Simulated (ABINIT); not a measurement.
# CaGaSiH (P3m1): a self-consistent loop beyond G0W0, cycle by cycle, part 2 of 3

Aim: iterate the self-energy on CaGaSiH (P3m1) and follow the gap from cycle to cycle.

ABINIT 10.8.3; LDA and many-body steps on it, plane waves. Known limits of the many-body steps: not at the basis limit; mesh may overstate the screening; no spin-orbit coupling; coarse k mesh.

So far. Step 4 (G0W0): The gap on the mesh goes from 0.31 eV to 1.09 eV, a correction of +0.79 eV. Step 5 (evGW0, cycle 1): Against G0W0 in ABINIT (3×3×2 mesh, 63 bands, screening to 106.1 eV, Godby-Needs plasmon pole), the gap moves by +0.206 eV. This first cycle still uses the starting levels; it takes the full correction, at all points of the mesh, and its linearised value is 1.094 eV.

**6. evGW0, cycle 2**

Level of this step: evGW0 on LDA, plane waves, norm-conserving pseudopotentials (ABINIT).

The corrected levels of the last cycle go back in.

Contents of run.abi:

```
acell 3*1.0 Angstrom
rprim 
  4.091099999987 0.000000000003 0.000000000000
  -2.045549999996 3.542996529410 0.000000000000
  0.000000000000 0.000000000000 4.762800000000
ntypat 4
znucl 20 31 14 1
natom 4
typat 1 2 3 4
xred 
  0.333333333333 0.666666666667 0.000000000000
  -0.000000000000 0.000000000000 0.556800000000
  0.666666666667 0.333333333333 0.433700000000
  -0.000000000000 0.000000000000 0.925000000000
pp_dirpath "pseudos"
pseudos "Ca.upf, Ga.upf, Si.upf, H.upf"
ecut 45
ngkpt 3 3 2
nshiftk 1
shiftk 0 0 0
kptopt 1
chksymbreak 0
istwfk *1
occopt 1
irdwfk 1
optdriver 4
nband 63
gwcalctyp 10
ecutsigx 45
symsigma 1
nkptgw 6
kptgw 
  0.0000000000 0.0000000000 0.0000000000
  0.3333333333 0.0000000000 0.0000000000
  0.3333333333 0.3333333333 0.0000000000
  0.0000000000 0.0000000000 0.5000000000
  0.3333333333 0.0000000000 0.5000000000
  0.3333333333 0.3333333333 0.5000000000
bdgw 
  14 23
  14 23
  14 23
  14 23
  14 23
  14 23
ecuteps 3.9
irdscr 1
ppmodel 1
irdqps 1
indata_prefix "in"
outdata_prefix "out"
tmpdata_prefix "tmp"
```

The run is started by

```
OMP_NUM_THREADS=1 mpirun -n 4 abinit run.abi > log
```

The program printed:

```text
.Version 10.8.3 of ABINIT. v10.8.2 released Aug 2026.

 Symmetries : space group P3 m 1 (#156); Bravais hP (primitive hexag.)
[... echo of the input left out ...]
== DATASET  1 ==================================================================
-   mpi_nproc: 4, omp_nthreads: 1 (-1 if OMP is not activated)

--- !DatasetInfo
iteration_state: {dtset: 1, }
dimensions: {natom: 4, nkpt: 6, mband: 63, nsppol: 1, nspinor: 1, nspden: 1, mpw: 6732, }
cutoff_energies: {ecut:  45.0, pawecutdg:  -1.0, }
[...]
.  kptgw no:  4; Maximum DeltaE = (  -0.060  -0.000) for band index:  9
.  kptgw no:  5; Maximum DeltaE = (  -0.100   0.000) for band index: 10
.  kptgw no:  6; Maximum DeltaE = (  -0.055   0.000) for band index:  9

== END DATASET(S) ==============================================================
================================================================================

 -outvars: echo values of variables after computation  --------
           etotal      0.0000000000E+00
            nband          63
             nkpt           6
          spgroup         156
 [... the other variables as echoed above ...]

 Calculation completed.
```

The job ended after 17 s (4 MPI ranks of Arm Neoverse V2, shared host; peak memory 1.1 GiB).

Numbers from this step:

- quasiparticle gap on the mesh: 1.183 eV
- gap of the density functional on the mesh: 0.3078 eV
- k of the valence top: 0, 0, 0.5
- k of the conduction bottom: 0.3333, 0, 0
- least direct quasiparticle gap on the computed points: 2.093 eV

Against the cycle before, the gap moves by −0.117 eV.

**7. evGW0, cycle 3**

run.abi is that of step 6.

The program printed:

```text
.Version 10.8.3 of ABINIT. v10.8.2 released Aug 2026.

 Symmetries : space group P3 m 1 (#156); Bravais hP (primitive hexag.)
[... echo of the input left out ...]
== DATASET  1 ==================================================================
-   mpi_nproc: 4, omp_nthreads: 1 (-1 if OMP is not activated)

--- !DatasetInfo
iteration_state: {dtset: 1, }
dimensions: {natom: 4, nkpt: 6, mband: 63, nsppol: 1, nspinor: 1, nspden: 1, mpw: 6732, }
cutoff_energies: {ecut:  45.0, pawecutdg:  -1.0, }
[...]
.  kptgw no:  4; Maximum DeltaE = (   0.010   0.000) for band index:  1
.  kptgw no:  5; Maximum DeltaE = (   0.009   0.000) for band index: 10
.  kptgw no:  6; Maximum DeltaE = (   0.005   0.000) for band index:  9

== END DATASET(S) ==============================================================
================================================================================

 -outvars: echo values of variables after computation  --------
           etotal      0.0000000000E+00
            nband          63
             nkpt           6
          spgroup         156
 [... the other variables as echoed above ...]

 Calculation completed.
```

It took 17 s on 4 MPI ranks; peak memory 1.1 GiB.

Numbers from this step:

* quasiparticle gap on the mesh: 1.198 eV
* gap of the density functional on the mesh: 0.3078 eV
* k of the valence top: 0, 0, 0.5
* k of the conduction bottom: 0.3333, 0, 0
* least direct quasiparticle gap on the computed points: 2.108 eV

Against the cycle before, the gap moves by +0.015 eV.

**8. evGW0, cycle 4**

run.abi is that of step 7.

The program printed:

```text
.Version 10.8.3 of ABINIT. v10.8.2 released Aug 2026.

 Symmetries : space group P3 m 1 (#156); Bravais hP (primitive hexag.)
[... echo of the input left out ...]
== DATASET  1 ==================================================================
-   mpi_nproc: 4, omp_nthreads: 1 (-1 if OMP is not activated)

--- !DatasetInfo
iteration_state: {dtset: 1, }
dimensions: {natom: 4, nkpt: 6, mband: 63, nsppol: 1, nspinor: 1, nspden: 1, mpw: 6732, }
cutoff_energies: {ecut:  45.0, pawecutdg:  -1.0, }
[...]
.  kptgw no:  4; Maximum DeltaE = (  -0.001   0.000) for band index:  1
.  kptgw no:  5; Maximum DeltaE = (  -0.011   0.000) for band index:  1
.  kptgw no:  6; Maximum DeltaE = (  -0.002  -0.000) for band index: 10

== END DATASET(S) ==============================================================
================================================================================

 -outvars: echo values of variables after computation  --------
           etotal      0.0000000000E+00
            nband          63
             nkpt           6
          spgroup         156
 [... the other variables as echoed above ...]

 Calculation completed.
```

It took 17 s on 4 MPI ranks; peak memory 1.1 GiB.

Numbers from this step:

* quasiparticle gap on the mesh: 1.196 eV
* gap of the density functional on the mesh: 0.3078 eV
* k of the valence top: 0, 0, 0.5
* k of the conduction bottom: 0.3333, 0, 0
* least direct quasiparticle gap on the computed points: 2.106 eV

Against the cycle before, the gap moves by −0.002 eV.

**9. Screening, 3×3×2 mesh, 63 bands, screening to 106.1 eV**

This step: RPA screening on LDA, plane waves, norm-conserving pseudopotentials.

run.abi, as its differences from that of step 8:

```diff
@@ -25,26 +25,13 @@
 irdwfk 1
-optdriver 4
+optdriver 3
 nband 63
+ecuteps 3.9
+inclvkb 2
+awtr 1
+symchi 1
 gwcalctyp 10
-ecutsigx 45
-symsigma 1
-nkptgw 6
-kptgw 
-  0.0000000000 0.0000000000 0.0000000000
-  0.3333333333 0.0000000000 0.0000000000
-  0.3333333333 0.3333333333 0.0000000000
-  0.0000000000 0.0000000000 0.5000000000
-  0.3333333333 0.0000000000 0.5000000000
-  0.3333333333 0.3333333333 0.5000000000
-bdgw 
-  14 23
-  14 23
-  14 23
-  14 23
-  14 23
-  14 23
-ecuteps 3.9
-irdscr 1
-ppmodel 1
-irdqps 1
+mbpt_sciss 0.737 eV
+nqptdm 1
+qptdm 
+  0 0 0
 indata_prefix "in"
```

The program printed:

```text
.Version 10.8.3 of ABINIT. v10.8.2 released Aug 2026.

 Symmetries : space group P3 m 1 (#156); Bravais hP (primitive hexag.)
[... echo of the input left out ...]
== DATASET  1 ==================================================================
-   mpi_nproc: 4, omp_nthreads: 1 (-1 if OMP is not activated)

--- !DatasetInfo
iteration_state: {dtset: 1, }
dimensions: {natom: 4, nkpt: 6, mband: 63, nsppol: 1, nspinor: 1, nspden: 1, mpw: 6732, }
cutoff_energies: {ecut:  45.0, pawecutdg:  -1.0, }
electrons: {nelect:   3.60000000E+01, charge:   0.00000000E+00, occopt:   1.00000000E+00, tsmear:   1.00000000E-02, }

 SCREENING: Calculation of the susceptibility and dielectric matrices

 Based on a program developped by R.W. Godby, V. Olevano, G. Onida, and L. Reining.
 Incorporated in ABINIT by V. Olevano, G.-M. Rignanese, and M. Torrent.
.Using double precision arithmetic ; gwpc =  8

[... cell and pseudopotentials left out ...]
--------------------------------------------------------------------------------

 ==== K-mesh for the wavefunctions ====
 Number of points in the irreducible wedge :     6
[... list of points left out ...]
 Together with  6 symmetry operations and time-reversal symmetry
 yields    18 points in the full Brillouin Zone.

 ==== Q-mesh for the screening function ====
 Number of points in the irreducible wedge :     6
[... list of points left out ...]
 Together with  6 symmetry operations and time-reversal symmetry
 yields    18 points in the full Brillouin Zone.

 setmesh: FFT mesh size selected  =    27x   27x   36
          total number of points  =        26244

 vcoul_init : cutoff-mode = AUXILIARY_FUNCTION
 q-points for optical limit:   1
     1)      0.000010    0.000020    0.000030

 Dielectric matrix will be calculated only for some
 selected q points provided by the user through the input variables
 nqptdm and qptdm

- screening: taking advantage of time-reversal symmetry
- Maximum band index for partially occupied states nbvw = 18
- Remaining bands to be divided among processors   nbcw = 45
- Number of bands treated by each node ~11

 rdqps: reading QP wavefunctions of the previous step
        looking for file in_QPS
 file not found, 1st iteration initialized with KS eigenelements

 screening : performing a first self-consistency
 update of the energies in W by a scissor operator
 applying a scissor operator of [eV] :   0.737

 Number of electrons calculated from density =   36.0000; Expected =   36.0000
 average of density, n =  0.077274
 r_s =    1.4564
 omega_plasma =   26.8146 [eV]

 calculating chi0 at frequencies [eV] :
  1    0.000000E+00    0.000000E+00
  2    0.000000E+00    2.681464E+01

--------------------------------------------------------------------------------
  q-point number  1        q = ( 0.000000, 0.000000, 0.000000) [r.l.u.]
--------------------------------------------------------------------------------
[... chi0 elements left out ...]
 For q-point:  0.000010 0.000020 0.000030
  dielectric constant =  26.7666
  dielectric constant without local fields =  29.2509

  Average fulfillment of the sum rule on Im[epsilon] for q-point    1 :     36.08  [%]
[... wings left out ...]
== END DATASET(S) ==============================================================
================================================================================

 -outvars: echo values of variables after computation  --------
           etotal      0.0000000000E+00
            nband          63
             nkpt           6
          spgroup         156
 [... the other variables as echoed above ...]

 Calculation completed.
```

Elapsed: 7.2 s, on 4 MPI ranks; peak memory 0.71 GiB.

Numbers from this step:

| Quantity | Value |
| --- | --- |
| ε∞ with local fields, on this mesh, along the program's q direction | 26.77 |
| the same without local fields | 29.25 |
| plasma frequency | 26.81 eV |
| plane waves in the screening matrix | 159 |

This screening uses the functional's bands under a rigid shift, the mean opening of the cycle before.

**10. Screening, 3×3×2 mesh, 63 bands, screening to 106.1 eV**

This step: RPA screening on LDA from quasiparticle energies, plane waves, norm-conserving pseudopotentials.

run.abi, as its differences from that of step 9:

```diff
@@ -31,7 +31,11 @@
 symchi 1
+irdqps 1
 gwcalctyp 10
-mbpt_sciss 0.737 eV
-nqptdm 1
+nqptdm 5
 qptdm 
-  0 0 0
+  0.3333333333 0.0000000000 0.0000000000
+  0.3333333333 0.3333333333 0.0000000000
+  0.0000000000 0.0000000000 0.5000000000
+  0.3333333333 0.0000000000 0.5000000000
+  0.3333333333 0.3333333333 0.5000000000
 indata_prefix "in"
```

Contents of mrgscr.stdin:

```
2
merged
q0_SCR
out_SCR
1
```

The run is started by

```
OMP_NUM_THREADS=1 mpirun -n 4 abinit run.abi > log; mrgscr < mrgscr.stdin
```

The program printed:

```text
.Version 10.8.3 of ABINIT. v10.8.2 released Aug 2026.

 Symmetries : space group P3 m 1 (#156); Bravais hP (primitive hexag.)
[... echo of the input left out ...]
== DATASET  1 ==================================================================
-   mpi_nproc: 4, omp_nthreads: 1 (-1 if OMP is not activated)

--- !DatasetInfo
iteration_state: {dtset: 1, }
dimensions: {natom: 4, nkpt: 6, mband: 63, nsppol: 1, nspinor: 1, nspden: 1, mpw: 6732, }
cutoff_energies: {ecut:  45.0, pawecutdg:  -1.0, }
[...]
q-point number  1        q = ( 0.333333, 0.000000, 0.000000) [r.l.u.]
--------------------------------------------------------------------------------
[... chi0 elements left out ...]
  Average fulfillment of the sum rule on Im[epsilon] for q-point    2 :     41.87  [%]

--------------------------------------------------------------------------------
  q-point number  2        q = ( 0.333333, 0.333333, 0.000000) [r.l.u.]
--------------------------------------------------------------------------------
[... chi0 elements left out ...]
  Average fulfillment of the sum rule on Im[epsilon] for q-point    3 :     39.31  [%]

 [... 3 further q-points ...]
```

The job ended after 7 s (4 MPI ranks; peak memory 0.63 GiB; 28 s of CPU time).

Numbers from this step:

| Property | Result |
| --- | --- |
| plasma frequency | 26.81 eV |
| plane waves in the screening matrix | 159 |

This screening reads the quasiparticle levels of the cycle before.

**11. evGW, cycle 1**

This step: evGW on LDA, plane waves, norm-conserving pseudopotentials.

run.abi, as its differences from that of step 10:

```diff
@@ -25,12 +25,10 @@
 irdwfk 1
-optdriver 3
+optdriver 4
 nband 63
-ecuteps 3.9
-inclvkb 2
-awtr 1
-symchi 1
-irdqps 1
 gwcalctyp 10
-nqptdm 5
-qptdm 
+ecutsigx 45
+symsigma 1
+nkptgw 6
+kptgw 
+  0.0000000000 0.0000000000 0.0000000000
   0.3333333333 0.0000000000 0.0000000000
@@ -40,2 +38,13 @@
   0.3333333333 0.3333333333 0.5000000000
+bdgw 
+  14 23
+  14 23
+  14 23
+  14 23
+  14 23
+  14 23
+ecuteps 3.9
+irdscr 1
+ppmodel 1
+irdqps 1
 indata_prefix "in"
```

The run is started by

```
OMP_NUM_THREADS=1 mpirun -n 4 abinit run.abi > log
```

The program printed:

```text
.Version 10.8.3 of ABINIT. v10.8.2 released Aug 2026.

 Symmetries : space group P3 m 1 (#156); Bravais hP (primitive hexag.)
[... echo of the input left out ...]
== DATASET  1 ==================================================================
-   mpi_nproc: 4, omp_nthreads: 1 (-1 if OMP is not activated)

--- !DatasetInfo
iteration_state: {dtset: 1, }
dimensions: {natom: 4, nkpt: 6, mband: 63, nsppol: 1, nspinor: 1, nspden: 1, mpw: 6732, }
cutoff_energies: {ecut:  45.0, pawecutdg:  -1.0, }
[...]
.  kptgw no:  4; Maximum DeltaE = (   0.078   0.000) for band index:  1
.  kptgw no:  5; Maximum DeltaE = (   0.064  -0.000) for band index: 10
.  kptgw no:  6; Maximum DeltaE = (   0.052   0.000) for band index:  9

== END DATASET(S) ==============================================================
================================================================================

 -outvars: echo values of variables after computation  --------
           etotal      0.0000000000E+00
            nband          63
             nkpt           6
          spgroup         156
 [... the other variables as echoed above ...]

 Calculation completed.
```

Run time: 17 s. Hardware: 4 MPI ranks; peak memory 1.1 GiB.

This step gave:

```yaml
quasiparticle_gap_on_the_mesh: 1.260 eV
gap_of_the_density_functional_on_the_mesh: 0.3078 eV
k_of_the_valence_top: 0, 0, 0.5
k_of_the_conduction_bottom: 0.3333, 0.3333, 0
least_direct_quasiparticle_gap_on_the_computed_points: 2.173 eV
```

Against G0W0 in ABINIT (3×3×2 mesh, 63 bands, screening to 106.1 eV, Godby-Needs plasmon pole), the gap moves by +0.166 eV.

**12. Screening, 3×3×2 mesh, 63 bands, screening to 106.1 eV**

This step: RPA screening on LDA, plane waves, norm-conserving pseudopotentials.

run.abi, as its differences from that of step 11:

```diff
@@ -25,26 +25,13 @@
 irdwfk 1
-optdriver 4
+optdriver 3
 nband 63
+ecuteps 3.9
+inclvkb 2
+awtr 1
+symchi 1
 gwcalctyp 10
-ecutsigx 45
-symsigma 1
-nkptgw 6
-kptgw 
-  0.0000000000 0.0000000000 0.0000000000
-  0.3333333333 0.0000000000 0.0000000000
-  0.3333333333 0.3333333333 0.0000000000
-  0.0000000000 0.0000000000 0.5000000000
-  0.3333333333 0.0000000000 0.5000000000
-  0.3333333333 0.3333333333 0.5000000000
-bdgw 
-  14 23
-  14 23
-  14 23
-  14 23
-  14 23
-  14 23
-ecuteps 3.9
-irdscr 1
-ppmodel 1
-irdqps 1
+mbpt_sciss 0.817 eV
+nqptdm 1
+qptdm 
+  0 0 0
 indata_prefix "in"
```

The program printed:

```text
.Version 10.8.3 of ABINIT. v10.8.2 released Aug 2026.

 Symmetries : space group P3 m 1 (#156); Bravais hP (primitive hexag.)
[... echo of the input left out ...]
== DATASET  1 ==================================================================
-   mpi_nproc: 4, omp_nthreads: 1 (-1 if OMP is not activated)

--- !DatasetInfo
iteration_state: {dtset: 1, }
dimensions: {natom: 4, nkpt: 6, mband: 63, nsppol: 1, nspinor: 1, nspden: 1, mpw: 6732, }
cutoff_energies: {ecut:  45.0, pawecutdg:  -1.0, }
[...]
[... chi0 elements left out ...]
 For q-point:  0.000010 0.000020 0.000030
  dielectric constant =  26.0870
  dielectric constant without local fields =  28.4696

  Average fulfillment of the sum rule on Im[epsilon] for q-point    1 :     36.21  [%]
[... wings left out ...]
== END DATASET(S) ==============================================================
================================================================================

 -outvars: echo values of variables after computation  --------
           etotal      0.0000000000E+00
            nband          63
             nkpt           6
          spgroup         156
 [... the other variables as echoed above ...]

 Calculation completed.
```

The job ended after 7.2 s (4 MPI ranks; peak memory 0.71 GiB).

Numbers from this step:

- ε∞ with local fields, on this mesh, along the program's q direction: 26.09
- the same without local fields: 28.47
- plasma frequency: 26.81 eV
- plane waves in the screening matrix: 159

This screening uses the functional's bands under a rigid shift, the mean opening of the cycle before.

[end of part 2 of 3]

[Paths, hosts, dates, memory and timing lines, banners, echoed tables and standing remarks are left out of the program output.]

[Logs are printed without paths, hosts, clocks, repeated set-up lines and the standing remarks that a program may print on its own settings, such as how far it seeks lower states.]

[Runs of the session that timed out or met a known fault of the program may be left out.]

[Hosts, paths, dates, database ids (printed as entryN), source tags and the programs' standing remarks are cut or masked in the printed files.]

[G0W0 gaps are taken among the corrected bands and points alone; a level outside them can change the order at an edge.]

[Where Ansatz stands beside ABINIT at settings called matched, ABINIT's density can come from a denser mesh and the files from another edition; pairs whose starting gaps differed by over 0.03 eV were left out, so agreement reads better than it is.]
